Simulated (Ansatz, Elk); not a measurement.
# Bonding as seen by X-rays: CdGa2

The structure of CdGa2 used here is made up (a known structure type with other elements) and was relaxed beforehand with PBEsol. The aim is the Fourier transform of its all-electron density, F(hkl), set beside the sum over free spherical atoms that refinements use.

Program: Elk 11.2.3 (patched build). Level of theory: DFT, PBE, all-electron APW+lo, Dirac cores, scalar-relativistic bands, static density, no spin. Results are calculated unless marked as measured.

The structure was built from a prototype and need not be the compound's stable phase.

## 1. The starting structure

The structure is orthorhombic, space group Imma (No. 74). Conventional cell: a = 4.224 Å, b = 7.104 Å, c = 7.885 Å, α = 90.00°, β = 90.00°, γ = 90.00°. Cd has 10 Ga at 3.01 to 3.13 Å and 2 Cd at 3.35 Å nearest. Nearest to Ga lie 4 Ga at 2.56 to 2.71 Å and 5 Cd at 3.01 to 3.13 Å. Farther neighbours are not listed.

## 2. Ground state and structure factors

An all-electron density is needed, since X-rays see the cores too. Task 0 finds the density and task 195 Fourier-transforms it; tshift is off so that phases refer to the origin typed.

File elk.in:

```
tasks
  0
  195

xctype
  20

spinpol
  .false.

rgkmax
  7.0

gmaxvr
  14.0

lmaxo
  7

lmaxapw
  8

swidth
  0.002

tshift
  .false.

ramdisk
  .false.

hmaxvr
  5.5

maxscl
  120

epspot
  1e-06

sppath
  './'

avec
  -3.99131669425 6.71269397984 7.45061133734
  3.99131669425 -6.71269397984 7.45061133734
  3.99131669425 6.71269397984 -7.45061133734

atoms
  2
  'Cd.in'
  2
  0.6650962753 0.9150962753 0.7500000000   0.000000 0.000000 0.000000
  0.3349037247 0.0849037247 0.2500000000   0.000000 0.000000 0.000000
  'Ga.in'
  4
  0.2873086692 0.3466036494 0.9407050199   0.000000 0.000000 0.000000
  0.9058986295 0.3466036494 0.5592949801   0.000000 0.000000 0.000000
  0.7126913308 0.6533963506 0.0592949801   0.000000 0.000000 0.000000
  0.0941013705 0.6533963506 0.4407050199   0.000000 0.000000 0.000000

ngridk
  6 6 6
```

Started as:

```console
OMP_NUM_THREADS=4 elk
```

Numbers of over 12 decimals in the logs are rounded to 6 here.

What it wrote:

```text
┌─────────────────────────┐
│ Elk code version 11.2.3 │
└─────────────────────────┘

All units are atomic (Hartree, Bohr, etc.)

┌─────────────────────────────────────────────────┐
│ Ground-state run starting from atomic densities │
└─────────────────────────────────────────────────┘

Lattice vectors :
  -3.991316694       6.712693980       7.450611337
   3.991316694      -6.712693980       7.450611337
   3.991316694       6.712693980      -7.450611337

Reciprocal lattice vectors :
 -0.2086696903E-16  0.4680077273      0.4216556886
  0.7871068357     -0.7880773991E-17  0.4216556886
  0.7871068357      0.4680077273      0.9630205230E-17

Unit cell volume      :    798.4816458
Brillouin zone volume :   0.3106523672

Muffin-tin inner radius fraction :   0.1000000000E-01

Nuclei treated as point charges

Species : 1 (Cd)
 parameters loaded from : Cd.in
 name : cadmium
 nuclear charge    :   -48.00000000
 electronic charge :    48.00000000
 atomic mass :    204912.7176
 muffin-tin radius :    2.600000000
 number of radial points in muffin-tin :   1193
 inner part over the whole radius :   0.9972693929E-02
 number on inner part of muffin-tin    :    850
 approximate nuclear radius :   0.8708852602E-04
 number of mesh points to nuclear radius :    426
 atomic positions (lattice), magnetic fields (Cartesian) :
  1 :  -0.33490372 -0.08490372 -0.25000000    0.00000000  0.00000000  0.00000000
  2 :   0.33490372  0.08490372  0.25000000    0.00000000  0.00000000  0.00000000

Species : 2 (Ga)
 parameters loaded from : Ga.in
 name : gallium
 nuclear charge    :   -31.00000000
 electronic charge :    31.00000000
 atomic mass :    127097.2539
 muffin-tin radius :    2.395446027
 number of radial points in muffin-tin :    993
 inner part over the whole radius :   0.9958428940E-02
 number on inner part of muffin-tin    :    702
 approximate nuclear radius :   0.7562051033E-04
 number of mesh points to nuclear radius :    339
 atomic positions (lattice), magnetic fields (Cartesian) :
  1 :   0.28730867  0.34660365 -0.05929498    0.00000000  0.00000000  0.00000000
  2 :  -0.09410137  0.34660365 -0.44070502    0.00000000  0.00000000  0.00000000
  3 :  -0.28730867 -0.34660365  0.05929498    0.00000000  0.00000000  0.00000000
  4 :   0.09410137 -0.34660365  0.44070502    0.00000000  0.00000000  0.00000000

Total number of atoms per unit cell :    6
Total muffin-tin volume :    377.5516886
 ratio of muffin-tin to unit cell volume :   0.4728370284

Spin treatment :
 spin-unpolarised

Number of Bravais lattice symmetries :    8
Number of crystal symmetries         :    8
Crystal has inversion symmetry
Real symmetric eigensolver will be used

k-point grid :      6     6     6
k-point offset :    0.000000000       0.000000000       0.000000000
k-point set is reduced with full crystal symmetry group
Total number of k-points :       46

Muffin-tin radius times maximum |G+k| :    7.000000000
 using average radius
Maximum |G+k| for APW functions       :    2.841334963
Maximum (1/2)|G+k|²                   :    4.036592186
Maximum |G| for potential and density :    14.00000000
Constant for pseudocharge density :    9
 order of it for each species :   16  16
 order of it for pair densities of each species (exact exchange by exxq0 0: 17) :   11   9
Radial integration step length :    1

G-vector grid sizes :     49    49    49
Number of G-vectors :    36965

Maximum angular momentum used for
 APW functions            :    8
 outer part of muffin-tin :    7
 inner part of muffin-tin :    2

Total nuclear charge    :   -220.0000000
Total core charge       :    132.0000000
Total valence charge    :    88.00000000
Total excess charge     :    0.000000000
Total electronic charge :    220.0000000

Effective Wigner radius, rₛ :   0.9533474645

Number of empty states         :     24
Total number of valence states :     69
Total number of core states    :    132

Third-order local-orbitals added for an l without core states : T
Total number of local-orbitals :    110

[...]
exchange                    :     -600.67695734980
 correlation                 :     -11.192684778356
 electron entropic           :    -0.72857333710589E-03
 total energy                :     -18969.662349691

Density of states at Fermi energy :    54.84052696
 (states/Hartree/unit cell)

Estimated indirect band gap :   0.1279088783E-02
 from k-point 27 to k-point 26
Estimated direct band gap   :   0.1627668846E-01
 at k-point 3

Charges :
 core                        :    132.0000000
 valence                     :    88.00000000
 interstitial                :    8.360214415
 muffin-tins (core leakage)
  species : 1 (Cd)
[...]
species : 2 (Ga)
[...]
total in muffin-tins        :    211.6397856
 total calculated charge     :    219.9962432
 total charge                :    220.0000000
 error                       :   0.3756781710E-02

RMS change in Kohn-Sham potential (target) :   0.1452709311     (  0.1000000000E-05)
Absolute change in total energy (target)   :   0.2581535184     (  0.1000000000E-03)

[... loops 3 to 15 left out ...]

┌──────────────────┐
│ Loop number : 16 │
└──────────────────┘

Energies :
 Fermi                       :     0.216107
 sum of occupied eigenvalues :     -11181.766337877
 electron kinetic            :      19665.100250055
 core electron kinetic       :      18756.332526310
 Coulomb                     :     -38021.281063127
 Coulomb potential           :     -30049.281059205
 nuclear-nuclear             :     -2329.6180677349
 electron-nuclear            :     -41392.528891409
 Hartree                     :      5700.8658960166
 Madelung                    :     -22996.640533524
 xc potential                :     -797.58552872615
 exchange                    :     -601.11052790264
 correlation                 :     -11.196611008195
 electron entropic           :    -0.76138984128640E-03
 total energy                :     -18968.488713373

Density of states at Fermi energy :    56.57319323
 (states/Hartree/unit cell)

Estimated indirect band gap :   0.1681981477E-02
 from k-point 30 to k-point 21
Estimated direct band gap   :   0.1356706199E-01
 at k-point 36

Charges :
 core                        :    132.0000000
 valence                     :    88.00000000
 interstitial                :    8.161993845
 muffin-tins (core leakage)
  species : 1 (Cd)
[...]
species : 2 (Ga)
[...]
total in muffin-tins        :    211.8380062
 total calculated charge     :    219.9963804
 total charge                :    220.0000000
 error                       :   0.3619575468E-02

RMS change in Kohn-Sham potential (target) :   0.2970257906E-07 (  0.1000000000E-05)
Absolute change in total energy (target)   :   0.2222704643E-04 (  0.1000000000E-03)

Convergence targets achieved

┌──────────────────┐
│ Loop number : 17 │
└──────────────────┘

Energies :
 Fermi                       :     0.216107
 sum of occupied eigenvalues :     -11181.766336774
 electron kinetic            :      19665.100250285
 core electron kinetic       :      18756.332526950
 Coulomb                     :     -38021.281063144
 Coulomb potential           :     -30049.281059931
 nuclear-nuclear             :     -2329.6180677349
 electron-nuclear            :     -41392.528890743
 Hartree                     :      5700.8658953344
 Madelung                    :     -22996.640533178
 xc potential                :     -797.58552712744
 exchange                    :     -601.11052789074
 correlation                 :     -11.196611004002
 electron entropic           :    -0.76138986005642E-03
 total energy                :     -18968.488713143

Density of states at Fermi energy :    56.57319594
 (states/Hartree/unit cell)

Estimated indirect band gap :   0.1681978428E-02
 from k-point 30 to k-point 21
Estimated direct band gap   :   0.1356706221E-01
 at k-point 36

Charges :
 core                        :    132.0000000
 valence                     :    88.00000000
 interstitial                :    8.161993757
 muffin-tins (core leakage)
  species : 1 (Cd)
[...]
species : 2 (Ga)
[...]
atom 2                    :    29.65935864     (  0.7702586287E-03)
   atom 3                    :    29.65935864     (  0.7702586287E-03)
   atom 4                    :    29.65935864     (  0.7702586287E-03)
 total in muffin-tins        :    211.8380062
 total calculated charge     :    219.9963804
 total charge                :    220.0000000
 error                       :   0.3619575438E-02

┌──────────────────────────────┐
│ Self-consistent loop stopped │
└──────────────────────────────┘

Warning : core states of species 1 leak from the muffin-tin :   0.2405729166E-03

Warning : core states of species 2 leak from the muffin-tin :   0.7702586287E-03

Wrote STATE.OUT
```

Wall time 68 s (4 threads of Intel Xeon 6975P-C (Granite Rapids), shared host); peak memory 0.26 GiB.

SFACRHO.OUT:

```text

h k l indices transformed by vhmat matrix:
   1.000000000       0.000000000       0.000000000    
   0.000000000       1.000000000       0.000000000    
   0.000000000       0.000000000       1.000000000    

      h      k      l  multipl.   |H|            Re(F)            Im(F)           |F|

      0      0      0      1   0.0000000       220.00000      0.23605231E-15   220.00000    
      0      1     -1      2  0.62994028       11.155945      0.11081159E-13   11.155945    
     -1      0      0      2  0.62994028      -11.155945      0.55405794E-14   11.155945    
      1      1     -1      2  0.84331138       2.9678133     -0.27702897E-14   2.9678133    
     -1      0      1      4  0.89293375       11.058822      -0.0000000       11.058822    
     -1      1      0      4  0.91573381     -0.11954437E-07  -0.0000000      0.11954437E-07
     -1      1     -1      2  0.93601545      -4.8305630      0.27702897E-14   4.8305630    
      2      0     -1      4   1.2448865      -103.92414      -0.0000000       103.92414    
      1      1     -2      4   1.2448865       103.92414      -0.0000000       103.92414    
     -2      0      0      2   1.2598806      -64.020770      -0.0000000       64.020770    
      0     -2      2      2   1.2598806      -64.020770      0.27702897E-14   64.020770    
     -2      1      0      4   1.2936211      -109.43121      0.69257243E-15   109.43121    
      0      1     -2      4   1.2936211      -109.43121      -0.0000000       109.43121    
      2      1     -1      2   1.3487672      -68.380519      -0.0000000       68.380519    
      1      2     -2      2   1.3487672       68.380519     -0.69257243E-15   68.380519    
      1     -2      2      2   1.4659722      -109.41546     -0.27702897E-14   109.41546    
     -2      1     -1      2   1.4659722       109.41546     -0.69257243E-15   109.41546    
      1      2     -1      4   1.4898587       90.482685      -0.0000000       90.482685
```

Elk indexes on the primitive cell of elk.in and gives |H| = 4π sin θ/λ in inverse bohr. Below, one row stands for each form hkl of the conventional cell (m members, Friedel mates merged), F is for one primitive cell and the density is static (no thermal factor). Free-atom factors are Waasmaier and Kirfel's, and R is Σm||F|−|F'||/Σm|F|.

| hkl | m | sin θ/λ (Å⁻¹) | abs F, DFT | neutral atoms | diff. |
| --- | --- | --- | --- | --- | --- |
| 011 | 4 | 0.095 | 11.156 | 11.305 | -0.149 |
| 002 | 2 | 0.127 | 2.968 | 3.155 | -0.187 |
| 101 | 4 | 0.134 | 11.059 | 11.351 | -0.292 |
| 110 | 4 | 0.138 | 0.000 | 0.000 | +0.000 |
| 020 | 2 | 0.141 | 4.831 | 5.208 | -0.377 |
| 112 | 8 | 0.187 | 103.924 | 104.160 | -0.236 |
| 022 | 4 | 0.190 | 64.021 | 64.190 | -0.169 |
| 121 | 8 | 0.195 | 109.431 | 109.736 | -0.305 |
| 013 | 4 | 0.203 | 68.380 | 68.541 | -0.161 |
| 031 | 4 | 0.221 | 109.415 | 109.875 | -0.460 |
| 103 | 4 | 0.224 | 90.483 | 91.119 | -0.637 |
| 200 | 2 | 0.237 | 167.219 | 168.117 | -0.898 |
| 130 | 4 | 0.242 | 0.000 | 0.000 | +0.000 |
| 004 | 2 | 0.254 | 107.204 | 107.962 | -0.758 |
| 211 | 8 | 0.255 | 8.918 | 8.800 | +0.118 |
| 123 | 8 | 0.265 | 66.182 | 66.720 | -0.539 |
| 202 | 4 | 0.269 | 2.525 | 2.238 | +0.287 |
| 132 | 8 | 0.273 | 14.301 | 14.705 | -0.404 |

## 3. The highest occupied states alone

An energy window below the Fermi level keeps the highest occupied states, to see at which angles they scatter; shallow core shells can lie inside it and anion s states outside. No new self-consistency is needed.

Changes to elk.in since step 2:

```diff
@@ -1,3 +1,2 @@
 tasks
-  0
   195
@@ -40,2 +39,5 @@
 
+wsfac
+  -0.335130 0.516110
+
 sppath
```

Started as:

```console
OMP_NUM_THREADS=4 elk
```

What it wrote:

```text
┌─────────────────────────────────┐
│ Elk code version 11.2.3 started │
└─────────────────────────────────┘

Info(readinput): the functional depends on the density's gradient
 muffin-tin radial points multiplied by    2.00000
 (not where nrmtscf is given)

┌────────────────────┐
│ Current task : 195 │
└────────────────────┘
Info(checkmt): changed muffin-tin radius of species 2 (Ga) from   2.4000 to   2.3954

Info(sfacrho): density structure factors written to SFACRHO.OUT

 Energy window :  -0.3351300000      0.5161100000

┌──────────────────┐
│ Elk code stopped │
└──────────────────┘
```

It took 12 s on 4 threads; peak memory 0.2 GiB; 18 s of CPU time.

States within 15 eV below the Fermi level hold 74.18 electrons; any levels below the window count with the cores, and a count that is not whole means the window cuts a band. Their amplitudes can exceed the total, where window and core parts have opposite phase:

```
hkl  sin θ/λ (Å⁻¹)  abs F, window  abs F, all
011          0.095          3.067      11.156
002          0.127          5.654       2.968
101          0.134          7.972      11.059
110          0.138          0.000       0.000
020          0.141         11.985       4.831
112          0.187         21.785     103.924
022          0.190         14.085      64.021
121          0.195         23.319     109.431
013          0.203          8.378      68.380
031          0.221         26.500     109.415
```

## 4. Another functional

The difference from free atoms is small, so it is set against the change that LDA (Perdew-Wang) makes.

Changes to elk.in since step 3:

```diff
@@ -1,2 +1,3 @@
 tasks
+  0
   195
@@ -4,3 +5,3 @@
 xctype
-  20
+  3
 
@@ -39,5 +40,2 @@
 
-wsfac
-  -0.335130 0.516110
-
 sppath
```

Started as:

```console
OMP_NUM_THREADS=4 elk
```

What it wrote:

```text
┌─────────────────────────┐
│ Elk code version 11.2.3 │
└─────────────────────────┘

All units are atomic (Hartree, Bohr, etc.)

┌─────────────────────────────────────────────────┐
│ Ground-state run starting from atomic densities │
└─────────────────────────────────────────────────┘

Lattice vectors :
  -3.991316694       6.712693980       7.450611337
   3.991316694      -6.712693980       7.450611337
   3.991316694       6.712693980      -7.450611337

Reciprocal lattice vectors :
 -0.2086696903E-16  0.4680077273      0.4216556886
[...]
species : 2 (Ga)
[...]
atom 3                    :    29.67546326     (  0.7900053587E-03)
   atom 4                    :    29.67546326     (  0.7900053587E-03)
 total in muffin-tins        :    211.9379569
 total calculated charge     :    219.9962995
 total charge                :    220.0000000
 error                       :   0.3700511521E-02

┌──────────────────────────────┐
│ Self-consistent loop stopped │
└──────────────────────────────┘

Warning : core states of species 1 leak from the muffin-tin :   0.2416446005E-03

Warning : core states of species 2 leak from the muffin-tin :   0.7900053587E-03

Wrote STATE.OUT
[key lines of the parts left out:]
total energy                :     -18947.286643965
```

The job ended after 45 s (4 threads; peak memory 0.19 GiB; 2.3 min of CPU time).

Against the first run R = 0.05 %; the largest change is -0.075 at 152.

## 5. Basis size

The basis and the expansions that go with it are enlarged, to see whether the differences are converged.

Changes to elk.in since step 4:

```diff
@@ -5,3 +5,3 @@
 xctype
-  3
+  20
 
@@ -11,12 +11,12 @@
 rgkmax
-  7.0
+  8.5
 
 gmaxvr
-  14.0
+  18.0
 
 lmaxo
-  7
+  9
 
 lmaxapw
-  8
+  10
```

Started as:

```console
OMP_NUM_THREADS=4 elk
```

What it wrote:

```text
┌─────────────────────────┐
│ Elk code version 11.2.3 │
└─────────────────────────┘

All units are atomic (Hartree, Bohr, etc.)

┌─────────────────────────────────────────────────┐
│ Ground-state run starting from atomic densities │
└─────────────────────────────────────────────────┘

Lattice vectors :
  -3.991316694       6.712693980       7.450611337
   3.991316694      -6.712693980       7.450611337
   3.991316694       6.712693980      -7.450611337

Reciprocal lattice vectors :
 -0.2086696903E-16  0.4680077273      0.4216556886
[...]
species : 2 (Ga)
[...]
atom 3                    :    29.66557757     (  0.7694761172E-03)
   atom 4                    :    29.66557757     (  0.7694761172E-03)
 total in muffin-tins        :    211.8778716
 total calculated charge     :    219.9963746
 total charge                :    220.0000000
 error                       :   0.3625377995E-02

┌──────────────────────────────┐
│ Self-consistent loop stopped │
└──────────────────────────────┘

Warning : core states of species 1 leak from the muffin-tin :   0.2407495275E-03

Warning : core states of species 2 leak from the muffin-tin :   0.7694761172E-03

Wrote STATE.OUT
[key lines of the parts left out:]
total energy                :     -18968.526062059
```

Wall time 2.6 min (4 threads); peak memory 0.5 GiB; 8.1 min of CPU time.

Against the first run R = 0.01 %; the largest change is -0.016 at 152.

## 6. Settings against the effect

```
                              run  R against the first run (%)  R against neutral atoms, low angle (%)  wall time
                    PBE, rgkmax 7                         0.00                                    0.58       68 s
                LDA (Perdew-Wang)                         0.05                                    0.58       45 s
rgkmax 8.5 with larger expansions                         0.01                                    0.58    2.6 min
```

## 7. Results

```
R against neutral atoms, sin θ/λ < 0.3 Å⁻¹ : 0.58 %
R against neutral atoms, 0.3 to 0.61 Å⁻¹   : 0.18 %
```

Independent neutral atoms miss the calculated amplitudes by R = 0.58 % below 0.3 Å⁻¹ and 0.18 % from there to 0.61 Å⁻¹; by shells, 2.77 % below 0.15 Å⁻¹ (4 forms), 0.54 % 0.15 to 0.3 (17 forms), 0.24 % 0.3 to 0.45 (41 forms), 0.15 % above 0.45 (78 forms). Bonding, aspherical density and the tables' own atoms all enter these figures, and the runs don't part them. The largest change of an amplitude is -0.90 electrons, at 200. The window's part falls from 74.2 electrons at the origin to at most 13.75 between 0.45 and 0.61 Å⁻¹, where compact states inside the window still scatter. The window holds more than the 36 outer electrons of the free atoms, so shallow core shells lie inside it. Below 0.3 Å⁻¹ the changes that finished (LDA (Perdew-Wang) and rgkmax 8.5 with larger expansions) move F by R = 0.03 % at most, against the 0.58 % that separates it from free atoms. The k-mesh has no finished test. Part of the difference isn't bonding: the tables are fits to free atoms and ions calculated by other methods than this functional. Thermal motion, anomalous dispersion and extinction are left out.

[Logs are printed without paths, hosts, clocks, repeated set-up lines and the standing remarks that a program may print on its own settings, such as how far it seeks lower states.]

[Hosts, paths, dates, database ids (printed as entryN), source tags and the programs' standing remarks are cut or masked in the printed files.]
